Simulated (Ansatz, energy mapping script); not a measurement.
# CoO: energy mapping under PBEsol+U (1.16 eV), part 2 of 3

How strongly do the moments of CoO couple under PBEsol+U (1.16 eV)? The plan is to run several orders and fit a Heisenberg model.

PBEsol with U = 1.16 eV on Co d, ortho-atomic projectors; plane waves, U on orthogonalised atomic orbitals unless named otherwise, collinear spin, no spin–orbit coupling.

So far. Step 4 (Run 1 (parallel; cell A, 4 atoms)): The run ends ferromagnetic.

## (5) Compensated +− start in cell A (4 atoms)

This order reverses 8 of the 12 neighbours at 3.01 Å, 0 of the 6 neighbours at 4.26 Å and 16 of the 24 neighbours at 5.22 Å, counted for an average magnetic atom.

Contents of input.yaml:

```yaml
crystal:
  lattice:
    - [0.0, -2.1315, -2.1315]
    - [0.0, 2.1315, -2.1315]
    - [4.263, 0.0, 0.0]
  atoms:
    - { symbol: Co, position: [0.5, 0.5, 0.5], spin: 3.0 }
    - { symbol: Co, position: [0.0, 0.0, 0.0], spin: -3.0 }
    - { symbol: O, position: [0.5, 0.5, 0.0] }
    - { symbol: O, position: [0.0, 0.0, 0.5] }
magnetization:
  spin_polarized: true
kpoints:
  mp_grid: { grid: [7, 7, 5] }
hamiltonian:
  xc: pbesol
  hubbard:
    sites:
      - { species: Co, l: d, u_eff: 1.16 }
      - { site: 0, l: d, u_eff: 1.16, starting_ns: [{ spin: up, occupation_matrix: co1_major }, { spin: down, occupation_matrix: co1_minor }] }
      - { site: 1, l: d, u_eff: 1.16, starting_ns: [{ spin: up, occupation_matrix: co1_minor }, { spin: down, occupation_matrix: co1_major }] }
    projectors: ortho-atomic
    occupation_matrices:
      co1_major:
        matrix:
          - [0.993, 0.0, 0.0, 0.0, 0.0]
          - [0.0, 0.998, 0.0, 0.0, 0.0]
          - [0.0, 0.0, 0.998, 0.0, 0.0]
          - [0.0, 0.0, 0.0, 0.993, 0.0]
          - [0.0, 0.0, 0.0, 0.0, 0.998]
      co1_minor:
        matrix:
          - [0.202, -0.058, -0.058, 0.0, -0.116]
          - [-0.058, 0.666, -0.27, -0.1, 0.27]
          - [-0.058, -0.27, 0.666, 0.1, 0.27]
          - [0.0, -0.1, 0.1, 0.202, 0.0]
          - [-0.116, 0.27, 0.27, 0.0, 0.666]
scf:
  occupations: { method: fermi_dirac, width: 0.05 }
output:
  eigenvalues: true
  write_density: true
  write_potential: true
  elf: true
  volumetric_format: npy
```

The run is started by

```
$ ansatz run input.yaml --threads 4 --pin off --max-ram 8192MiB --backend cpu --events-out ev --progress --plain --runs-dir out
```

Numbers of over 12 decimals in the logs are rounded to 6 here.

The log of the run:

```text
[...]
Crystal: 4 atoms, lattice volume = 38.736 Å³
Basis set: ecut = 420 eV, 727 PW (Γ)
Bands: 32, of which v1, the nominal top of the filled ones, is band 23 counted from 1 (22 counted from 0)
Symmetry: 2 space group operations
k-points: 123 of 245
[...]
Starting moments: Σ|m| = 6 μB on 2 of 4 sites
[...]
SCF iter   1: F=—  HF=-11307.945775 eV  |F-HF|=—  |Δ(HF+E_count)|=         —  Δρ=2.74e-1 (↑2.74e-1 ↓2.74e-1)  dr2=6.08e1  dr2_m=9.78e0  M=0.000 μB ∫|m|=2.455 μB  β_m=0.30  ethr=3.10e-3  ⟨swp⟩=5.5  Hψ=14281  notcnv=0  defer=38
[...]
SCF iter  17: F=-11303.557191 eV  HF=-11303.557191 eV  |F-HF|=1.92e-8  |Δ(HF+E_count)|=   7.48e-7  Δρ=7.06e-6 (↑7.06e-6 ↓7.06e-6)  dr2=3.15e-8  dr2_m=4.85e-9  M=0.000 μB ∫|m|=5.568 μB  ethr=2.17e-10  ⟨swp⟩=8.5  Hψ=15968  notcnv=0
SCF 1 converged in 17 iterations: F = -11303.557191 eV  dr2 = 3.15e-8
[...]
SCF converged after 17 iterations
Magnetization: 0.0000 μB (23.0000 up, 23.0000 down)
Absolute magnetization: 5.5717 μB (∫|ρ↑−ρ↓|, with the PAW one-centre terms)
[...]
Per-site moments (μB) at R_I (Å): [(2.512961, 0.87924375), (-2.512961, 0.87924375), (-0.097922, 0.87924375), (0.097922, 0.87924375)]
Free energy (F): -11303.557191 eV
[...]
Internal energy: -11303.553064 eV  (E = F + TS)
E sigma→0 (E₀):  -11303.555127 eV
Entropy (-TS):   -0.004127 eV (-1.032 meV/atom)
Fermi energy:    13.843751 eV
[...]
--- Specified on-site occupations, and those of the state reported ---
  electrons in the specified blocks: 14.7640 specified, 14.7453 found
[...]
--- Band table (eV; the first three rows and the last of 246) ---
  k-point 0 ↑: bands = [... 19 lower, 10.9520, 10.9603, 11.7464, 12.6871, 13.8689, 14.3710, 14.6250, 14.8159, ... 5 higher]
  k-point 1 ↑: bands = [... 19 lower, 11.2742, 11.4343, 11.7591, 12.7991, 13.9631, 14.3761, 14.7913, 15.8901, ... 5 higher]
  k-point 2 ↑: bands = [... 19 lower, 11.5535, 11.7463, 11.7949, 12.9725, 14.1150, 14.3873, 14.9461, 17.8921, ... 5 higher]
  k-point 122 ↓: bands = [... 19 lower, 12.0621, 12.4519, 13.0369, 13.1678, 14.3789, 15.4812, 16.0175, 19.6653, ... 5 higher]
Occupation matrices written to <dir>
```

The job ended after 3.6 s (4 threads of Arm Neoverse V2, shared host; peak memory 0.51 GiB).

Spin moment in the sphere by atom:

| atom | spin moment in the sphere (μB) |
| --- | --- |
| Co1 | 2.51 |
| Co2 | -2.51 |
| O3 | -0.10 |
| O4 | 0.10 |

The run ends antiferromagnetic, 39.78 meV a magnetic atom above the parallel order of its cell (energies taken at zero occupation width, not the printed F).

Spin density in the ac plane of the conventional cell at fractional y = 0.000, with atoms of Co and O within 0.2 Å of it.

Ten even steps from '0' (-8.61 × 1e0 e/Å³) to '9' (8.61 × 1e0 e/Å³), each cell a mean:
```
13444555444442
44444555544444
44445555554444
44445555555444
44455555555544
44455566555554
45555589655555
45555578655544
44555555555544
44455555555444
44445555555444
44444555554444
34444455554443
03444445444441
```
Columns run along a (4.3 Å), rows up along c (4.3 Å), edges of the conventional cell, whose origin can differ from the input's. Atoms in or near the plane, at fractional coordinates: Co at (0.50, 0.50), Co at (0.00, 0.00), O at (0.00, 0.50), O at (0.50, 0.00).

ELF in the ac plane of the conventional cell at fractional y = 0.000, with atoms of Co and O within 0.2 Å of it. It is the smooth field of the valence electrons, not physical close to the nuclei.

Ten even steps from '0' (0.10) to '9' (0.97), each cell a mean:
```
96104765772048
42003677751024
00001345420000
22100000000012
76410012100257
67620267510477
36720499720575
57720489610476
77510244200367
54200000000134
00000122210000
21002577641001
75104776762026
97205753672049
```
Columns run along a (4.3 Å), rows up along c (4.3 Å), edges of the conventional cell, whose origin can differ from the input's. Atoms in or near the plane, at fractional coordinates: Co at (0.50, 0.50), Co at (0.00, 0.00), O at (0.00, 0.50), O at (0.50, 0.00).

## (6) Another try at this order

The input is changed once more, to see how this run answers a poor choice.

Edit input.yaml of step 5 so:

```diff
@@ -12,2 +12,3 @@
   spin_polarized: true
+  spin_orbit: true
 kpoints:
@@ -37,9 +38,7 @@
           - [-0.116, 0.27, 0.27, 0.0, 0.666]
+  pseudopotentials: { kind: nc }
 scf:
   occupations: { method: fermi_dirac, width: 0.05 }
+  max_iter: 50
 output:
   eigenvalues: true
-  write_density: true
-  write_potential: true
-  elf: true
-  volumetric_format: npy
```

The log of the run:

```text
Error: 2 input errors — fix all and re-run
  1. inconsistent input (magnetization.spin_orbit, magnetization.noncollinear): true requires noncollinear: true — spin–orbit coupling acts on 2-spinor wavefunctions; set both flags
  2. inconsistent input (magnetization.spin_orbit, hamiltonian.pseudopotentials.kind): true requires a fully-relativistic hamiltonian.pseudopotentials.kind (nc_fr or paw_fr), or kind: all_electron without datasets and azcp, which then solves Dirac's equation on LAPW. paw_fr resolves this project's PAW files (source: ansatz) by j as it reads them
```

Run time: 0.02 s. Hardware: 4 threads; peak memory 0.032 GiB.

The program refused the input before any cycle.

The program's message: “Error: 2 input errors — fix all and re-run”

The change that led to it: magnetization and hamiltonian.pseudopotentials = {"kind": "nc"}.

## (7) Order 3: parallel, cell B of 4 atoms

The parallel order again, as the reference for this cell.

This run holds the same structure in another cell (c 4.263 → 5.221 Å, α 90.0 → 73.2°, β 90.0 → 73.2°, γ 90.0 → 60.0°).

Contents of input.yaml:

```yaml
crystal:
  lattice:
    - [0.0, -2.1315, -2.1315]
    - [-2.1315, 0.0, -2.1315]
    - [2.1315, 2.1315, -4.263]
  atoms:
    - { symbol: Co, position: [0.5, 0.5, 0.5], spin: 3.0 }
    - { symbol: Co, position: [0.0, 0.0, 0.0], spin: 3.0 }
    - { symbol: O, position: [0.75, 0.75, 0.75] }
    - { symbol: O, position: [0.25, 0.25, 0.25] }
magnetization:
  spin_polarized: true
kpoints:
  mp_grid: { grid: [9, 9, 9] }
hamiltonian:
  xc: pbesol
  hubbard:
    sites:
      - { species: Co, l: d, u_eff: 1.16 }
      - { site: 0, l: d, u_eff: 1.16, starting_ns: [{ spin: up, occupation_matrix: co1_major }, { spin: down, occupation_matrix: co1_minor }] }
      - { site: 1, l: d, u_eff: 1.16, starting_ns: [{ spin: up, occupation_matrix: co1_major }, { spin: down, occupation_matrix: co1_minor }] }
    projectors: ortho-atomic
    occupation_matrices:
      co1_major:
        matrix:
          - [0.993, 0.0, 0.0, 0.0, 0.0]
          - [0.0, 0.998, 0.0, 0.0, 0.0]
          - [0.0, 0.0, 0.998, 0.0, 0.0]
          - [0.0, 0.0, 0.0, 0.993, 0.0]
          - [0.0, 0.0, 0.0, 0.0, 0.998]
      co1_minor:
        matrix:
          - [0.202, -0.058, -0.058, 0.0, -0.116]
          - [-0.058, 0.666, -0.27, -0.1, 0.27]
          - [-0.058, -0.27, 0.666, 0.1, 0.27]
          - [0.0, -0.1, 0.1, 0.202, 0.0]
          - [-0.116, 0.27, 0.27, 0.0, 0.666]
scf:
  occupations: { method: fermi_dirac, width: 0.05 }
output:
  eigenvalues: true
```

The log of the run:

```text
[...]
Crystal: 4 atoms, lattice volume = 38.736 Å³
Basis set: ecut = 420 eV, 707 PW (Γ)
Bands: 32, of which v1, the nominal top of the filled ones, is band 23 counted from 1 (22 counted from 0)
Symmetry: 8 space group operations
k-points: 205 of 729
[...]
Starting moments: Σ|m| = 6 μB on 2 of 4 sites
[...]
k-point 1 ↑: bands = [... 19 lower, 10.7444, 10.8850, 10.9679, 11.0197, 11.6514, 13.5100, 13.6002, 14.7694, ... 5 higher]
  k-point 2 ↑: bands = [... 19 lower, 10.8297, 10.9468, 11.3469, 11.4416, 11.5362, 13.3397, 13.4323, 15.3784, ... 5 higher]
  k-point 204 ↓: bands = [... 19 lower, 13.0556, 14.4427, 14.4850, 15.1779, 15.4161, 15.7846, 16.0742, 21.3540, ... 5 higher]
Occupation matrices written to <dir>
[key lines of the parts left out:]
SCF converged after 12 iterations
Magnetization: 5.9500 μB (25.9750 up, 20.0250 down)
Free energy (F): -11303.638670 eV
Fermi energy:    13.617382 eV
```

Run time: 7.9 s. Hardware: 4 threads; peak memory 0.66 GiB; 30 s of CPU time.

The run ends ferromagnetic. For each magnetic atom its energy differs from the parallel run of the first cell by -0.62 meV, an error that one common reference would have brought in.

## (8) Order 4: compensated +−, cell B of 4 atoms

This order reverses 6 of the 12 neighbours at 3.01 Å, 6 of the 6 neighbours at 4.26 Å and 12 of the 24 neighbours at 5.22 Å, counted for an average magnetic atom.

Edit input.yaml of step 7 so:

```diff
@@ -7,3 +7,3 @@
     - { symbol: Co, position: [0.5, 0.5, 0.5], spin: 3.0 }
-    - { symbol: Co, position: [0.0, 0.0, 0.0], spin: 3.0 }
+    - { symbol: Co, position: [0.0, 0.0, 0.0], spin: -3.0 }
     - { symbol: O, position: [0.75, 0.75, 0.75] }
@@ -20,3 +20,3 @@
       - { site: 0, l: d, u_eff: 1.16, starting_ns: [{ spin: up, occupation_matrix: co1_major }, { spin: down, occupation_matrix: co1_minor }] }
-      - { site: 1, l: d, u_eff: 1.16, starting_ns: [{ spin: up, occupation_matrix: co1_major }, { spin: down, occupation_matrix: co1_minor }] }
+      - { site: 1, l: d, u_eff: 1.16, starting_ns: [{ spin: up, occupation_matrix: co1_minor }, { spin: down, occupation_matrix: co1_major }] }
     projectors: ortho-atomic
```

The log of the run:

```text
[...]
Crystal: 4 atoms, lattice volume = 38.736 Å³
Basis set: ecut = 420 eV, 707 PW (Γ)
Bands: 32, of which v1, the nominal top of the filled ones, is band 23 counted from 1 (22 counted from 0)
Symmetry: 4 space group operations
k-points: 205 of 729
[...]
Starting moments: Σ|m| = 6 μB on 2 of 4 sites
[...]
k-point 1 ↑: bands = [... 19 lower, 11.6339, 11.8385, 12.8989, 13.0023, 14.0470, 15.0442, 15.6550, 15.7850, ... 5 higher]
  k-point 2 ↑: bands = [... 19 lower, 12.0508, 12.1904, 12.8196, 12.9671, 14.0237, 15.5510, 15.6442, 15.6901, ... 5 higher]
  k-point 204 ↓: bands = [... 19 lower, 12.1116, 12.1874, 12.6162, 13.1097, 14.4730, 15.4725, 15.6660, 20.9291, ... 5 higher]
Occupation matrices written to <dir>
[key lines of the parts left out:]
SCF converged after 14 iterations
Magnetization: 0.0000 μB (23.0000 up, 23.0000 down)
Free energy (F): -11303.898973 eV
Fermi energy:    13.699171 eV
```

It took 5.3 s on 4 threads; peak memory 0.64 GiB.

The run ends antiferromagnetic, 131.49 meV a magnetic atom below the parallel order of its cell.

## (9) Run 5 (parallel; cell C, 6 atoms)

A new cell needs its own zero of energy.

Contents of input.yaml:

```yaml
crystal:
  lattice:
    - [0.0, -2.1315, -2.1315]
    - [-4.263, 0.0, 0.0]
    - [2.1315, 4.263, -2.1315]
  atoms:
    - { symbol: Co, position: [0.666666667, 0.666666667, 0.333333333], spin: 3.0 }
    - { symbol: Co, position: [0.333333333, 0.333333333, 0.666666667], spin: 3.0 }
    - { symbol: Co, position: [0.0, 0.0, 0.0], spin: 3.0 }
    - { symbol: O, position: [0.666666667, 0.166666667, 0.333333333] }
    - { symbol: O, position: [0.333333333, 0.833333333, 0.666666667] }
    - { symbol: O, position: [0.0, 0.5, 0.0] }
magnetization:
  spin_polarized: true
kpoints:
  mp_grid: { grid: [8, 8, 8] }
hamiltonian:
  xc: pbesol
  hubbard:
    sites:
      - { species: Co, l: d, u_eff: 1.16 }
      - { site: 0, l: d, u_eff: 1.16, starting_ns: [{ spin: up, occupation_matrix: co1_major }, { spin: down, occupation_matrix: co1_minor }] }
      - { site: 1, l: d, u_eff: 1.16, starting_ns: [{ spin: up, occupation_matrix: co1_major }, { spin: down, occupation_matrix: co1_minor }] }
      - { site: 2, l: d, u_eff: 1.16, starting_ns: [{ spin: up, occupation_matrix: co1_major }, { spin: down, occupation_matrix: co1_minor }] }
    projectors: ortho-atomic
    occupation_matrices:
      co1_major:
        matrix:
          - [0.993, 0.0, 0.0, 0.0, 0.0]
          - [0.0, 0.998, 0.0, 0.0, 0.0]
          - [0.0, 0.0, 0.998, 0.0, 0.0]
          - [0.0, 0.0, 0.0, 0.993, 0.0]
          - [0.0, 0.0, 0.0, 0.0, 0.998]
      co1_minor:
        matrix:
          - [0.202, -0.058, -0.058, 0.0, -0.116]
          - [-0.058, 0.666, -0.27, -0.1, 0.27]
          - [-0.058, -0.27, 0.666, 0.1, 0.27]
          - [0.0, -0.1, 0.1, 0.202, 0.0]
          - [-0.116, 0.27, 0.27, 0.0, 0.666]
scf:
  occupations: { method: fermi_dirac, width: 0.05 }
output:
  eigenvalues: true
```

The log of the run:

```text
[...]
Crystal: 6 atoms, lattice volume = 58.104 Å³
Basis set: ecut = 420 eV, 1105 PW (Γ)
Bands: 47, of which v1, the nominal top of the filled ones, is band 35 counted from 1 (34 counted from 0)
Symmetry: 6 space group operations
k-points: 260 of 512
[...]
Starting moments: Σ|m| = 9 μB on 3 of 6 sites
[...]
k-point 1 ↑: bands = [... 31 lower, 10.8918, 11.1072, 11.3182, 11.5471, 11.5753, 11.7468, 12.1018, 13.2408, ... 8 higher]
  k-point 2 ↑: bands = [... 31 lower, 11.1260, 11.1904, 11.3535, 11.4919, 11.5643, 11.7742, 11.8207, 13.4725, ... 8 higher]
  k-point 259 ↓: bands = [... 31 lower, 14.2874, 14.6569, 15.1082, 15.1082, 15.9462, 15.9462, 16.7116, 16.7120, ... 8 higher]
Occupation matrices written to <dir>
[key lines of the parts left out:]
SCF converged after 12 iterations
Magnetization: 8.9256 μB (38.9628 up, 30.0372 down)
Free energy (F): -16955.458034 eV
Fermi energy:    13.618331 eV
```

Elapsed: 23 s, on 4 threads; peak memory 1.3 GiB; 86 s of CPU time.

The run ends ferromagnetic. For each magnetic atom its energy differs from the parallel run of the first cell by -0.67 meV, an error that one common reference would have brought in.

## (10) Uncompensated ++− start in cell C (6 atoms)

This order reverses 6.67 of the 12 neighbours at 3.01 Å, 2.67 of the 6 neighbours at 4.26 Å and 8 of the 24 neighbours at 5.22 Å, counted for an average magnetic atom.

Edit input.yaml of step 9 so:

```diff
@@ -8,3 +8,3 @@
     - { symbol: Co, position: [0.333333333, 0.333333333, 0.666666667], spin: 3.0 }
-    - { symbol: Co, position: [0.0, 0.0, 0.0], spin: 3.0 }
+    - { symbol: Co, position: [0.0, 0.0, 0.0], spin: -3.0 }
     - { symbol: O, position: [0.666666667, 0.166666667, 0.333333333] }
@@ -23,3 +23,3 @@
       - { site: 1, l: d, u_eff: 1.16, starting_ns: [{ spin: up, occupation_matrix: co1_major }, { spin: down, occupation_matrix: co1_minor }] }
-      - { site: 2, l: d, u_eff: 1.16, starting_ns: [{ spin: up, occupation_matrix: co1_major }, { spin: down, occupation_matrix: co1_minor }] }
+      - { site: 2, l: d, u_eff: 1.16, starting_ns: [{ spin: up, occupation_matrix: co1_minor }, { spin: down, occupation_matrix: co1_major }] }
     projectors: ortho-atomic
```

The log of the run:

```text
[...]
Crystal: 6 atoms, lattice volume = 58.104 Å³
Basis set: ecut = 420 eV, 1105 PW (Γ)
Bands: 47, of which v1, the nominal top of the filled ones, is band 35 counted from 1 (34 counted from 0)
Symmetry: 2 space group operations
k-points: 260 of 512
[...]
Starting moments: Σ|m| = 9 μB on 3 of 6 sites
[...]
k-point 1 ↑: bands = [... 31 lower, 11.4407, 11.7666, 12.6635, 12.7344, 13.0580, 14.0829, 14.7968, 15.0733, ... 8 higher]
  k-point 2 ↑: bands = [... 31 lower, 11.7275, 11.7533, 12.6696, 12.6744, 13.0613, 14.0989, 14.7656, 15.6383, ... 8 higher]
  k-point 259 ↓: bands = [... 31 lower, 13.1495, 13.1835, 14.3222, 14.5465, 15.0443, 15.9091, 16.2703, 16.4532, ... 8 higher]
Occupation matrices written to <dir>
[key lines of the parts left out:]
SCF converged after 19 iterations
Magnetization: 2.9982 μB (35.9991 up, 33.0009 down)
Free energy (F): -16955.590586 eV
Fermi energy:    13.659931 eV
```

Elapsed: 34 s, on 4 threads; peak memory 1.3 GiB.

The run ends ferrimagnetic, 45.38 meV a magnetic atom below the parallel order of its cell.

## (11) Run 7 (parallel; cell D, 6 atoms)

A new cell needs its own zero of energy.

This run holds the same structure in another cell (b 4.263 → 3.014 Å, c 5.221 → 6.740 Å, α 114.1 → 102.9°, β 106.8 → 102.9°).

Contents of input.yaml:

```yaml
crystal:
  lattice:
    - [0.0, 2.1315, 2.1315]
    - [0.0, 2.1315, -2.1315]
    - [-6.3945, -2.1315, 0.0]
  atoms:
    - { symbol: Co, position: [0.0, 0.0, 0.0], spin: 3.0 }
    - { symbol: Co, position: [0.333333333, 0.333333333, 0.666666667], spin: 3.0 }
    - { symbol: Co, position: [0.666666667, 0.666666667, 0.333333333], spin: 3.0 }
    - { symbol: O, position: [0.833333333, 0.833333333, 0.666666667] }
    - { symbol: O, position: [0.166666667, 0.166666667, 0.333333333] }
    - { symbol: O, position: [0.5, 0.5, 0.0] }
magnetization:
  spin_polarized: true
kpoints:
  mp_grid: { grid: [8, 8, 8] }
hamiltonian:
  xc: pbesol
  hubbard:
    sites:
      - { species: Co, l: d, u_eff: 1.16 }
      - { site: 0, l: d, u_eff: 1.16, starting_ns: [{ spin: up, occupation_matrix: co1_major }, { spin: down, occupation_matrix: co1_minor }] }
      - { site: 1, l: d, u_eff: 1.16, starting_ns: [{ spin: up, occupation_matrix: co1_major }, { spin: down, occupation_matrix: co1_minor }] }
      - { site: 2, l: d, u_eff: 1.16, starting_ns: [{ spin: up, occupation_matrix: co1_major }, { spin: down, occupation_matrix: co1_minor }] }
    projectors: ortho-atomic
    occupation_matrices:
      co1_major:
        matrix:
          - [0.993, 0.0, 0.0, 0.0, 0.0]
          - [0.0, 0.998, 0.0, 0.0, 0.0]
          - [0.0, 0.0, 0.998, 0.0, 0.0]
          - [0.0, 0.0, 0.0, 0.993, 0.0]
          - [0.0, 0.0, 0.0, 0.0, 0.998]
      co1_minor:
        matrix:
          - [0.202, -0.058, -0.058, 0.0, -0.116]
          - [-0.058, 0.666, -0.27, -0.1, 0.27]
          - [-0.058, -0.27, 0.666, 0.1, 0.27]
          - [0.0, -0.1, 0.1, 0.202, 0.0]
          - [-0.116, 0.27, 0.27, 0.0, 0.666]
scf:
  occupations: { method: fermi_dirac, width: 0.05 }
output:
  eigenvalues: true
```

The log of the run:

```text
[...]
Crystal: 6 atoms, lattice volume = 58.104 Å³
Basis set: ecut = 420 eV, 1097 PW (Γ)
Bands: 47, of which v1, the nominal top of the filled ones, is band 35 counted from 1 (34 counted from 0)
Symmetry: 6 space group operations
k-points: 260 of 512
[...]
Starting moments: Σ|m| = 9 μB on 3 of 6 sites
[...]
k-point 1 ↑: bands = [... 31 lower, 10.8273, 10.8717, 10.9794, 11.1821, 11.1925, 11.4804, 11.5623, 11.6695, ... 8 higher]
  k-point 2 ↑: bands = [... 31 lower, 10.8657, 10.9920, 11.0574, 11.1381, 11.2207, 11.4843, 11.5274, 11.6579, ... 8 higher]
  k-point 259 ↓: bands = [... 31 lower, 14.3411, 14.3411, 14.6513, 14.9090, 14.9090, 15.0289, 15.4578, 15.4578, ... 8 higher]
Occupation matrices written to <dir>
[key lines of the parts left out:]
SCF converged after 12 iterations
Magnetization: 8.9202 μB (38.9601 up, 30.0399 down)
Free energy (F): -16955.458288 eV
Fermi energy:    13.623520 eV
```

Elapsed: 22 s, on 4 threads; peak memory 1.3 GiB.

The run ends ferromagnetic. For each magnetic atom its energy differs from the parallel run of the first cell by -0.77 meV, an error that one common reference would have brought in.

[end of part 2 of 3]

[Logs and program files are shortened in this print: banners, set-up blocks, solver, clock and traceback lines can be left out without a mark of their own.]

[Logs are printed without paths, hosts, clocks, repeated set-up lines and the standing remarks that a program may print on its own settings, such as how far it seeks lower states.]

[Hosts, paths, dates, database ids (printed as entryN), source tags and the programs' standing remarks are cut or masked in the printed files.]

[Where a cell is said to come from a database of computed structures, the database is the Materials Project.]
